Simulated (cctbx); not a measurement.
**La2Co3Si3Ge2 across an absorption edge**

Space group C2/c (no. 15), a = 11.2580 Å, b = 12.0530 Å, c = 5.6770 Å, α = 90.00°, β = 119.97°, γ = 90.00°.

```
atom  mult.       x       y       z  Ueq (Å²)
 La1      8  0.7354  0.8595  0.2372    0.0187
 Ge1      8  0.1592  0.0939  0.1641    0.0242
 Co1      4     1/2  0.4940     1/4    0.0213
 Co2      8  0.3997  0.1354  0.3870    0.0209
 Si1      4     1/2  0.7305     1/4    0.0271
 Si2      4     1/2  0.9956     1/4    0.0388
 Si3      4     1/2  0.2770     1/4    0.0217
```

The model is made up (kin elements in a known structure type, no relaxation), so it says nothing on whether the phase exists.

Calculated with cctbx: free-atom f′ and f″ from the Sasaki tables, no fine structure; amplitudes in electrons.

```
E (eV)  F 0 2 1  F 0 2 0  F 0 4 1  F 3 1 0
  7109    118.4     34.4    203.2     25.6
  7459    123.6     30.6    206.0     28.0
  7589    127.2     28.1    207.7     31.3
  7649    130.3     26.0    209.1     34.7
  7679    133.4     24.0    210.5     38.4
  7694    136.5     22.1    211.9     42.2
  7701    139.3     20.5    213.1     45.7
  7705    142.3     18.9    214.4     49.5
  7713    136.5     14.1    213.9     56.8
  7717    132.9     16.5    212.5     52.9
  7724    129.7     18.6    211.1     49.5
  7739    126.4     20.9    209.7     45.8
  7769    123.1     23.1    208.4     42.1
  7859    119.2     25.9    206.6     37.2
  8109    116.0     28.5    205.0     31.5
```

**Question.** Which edge is crossed, and why do the reflections move as they do?

The K edge of Co. The edge is at 7709 eV. f′ of Co falls from -3.9 e at 7589 eV to -7.4 e at 4 eV below it, and f″ steps from 0.47 to 3.93 e across it. Over that approach |F| changes by +12 % (0 2 1), -33 % (0 2 0), +3 % (0 4 1) and +58 % (3 1 0): a reflection falls where Co scatters in phase with the total and rises where it scatters against it; it hardly moves where the Co term is small or cancels by symmetry. Above the edge the larger f″ enters the imaginary part, where it can add to or cancel the other atoms' f″. The structure is centrosymmetric, so Friedel mates stay equal.

[Logs are printed without paths, hosts, clocks, repeated set-up lines and the standing remarks that a program may print on its own settings, such as how far it seeks lower states.]
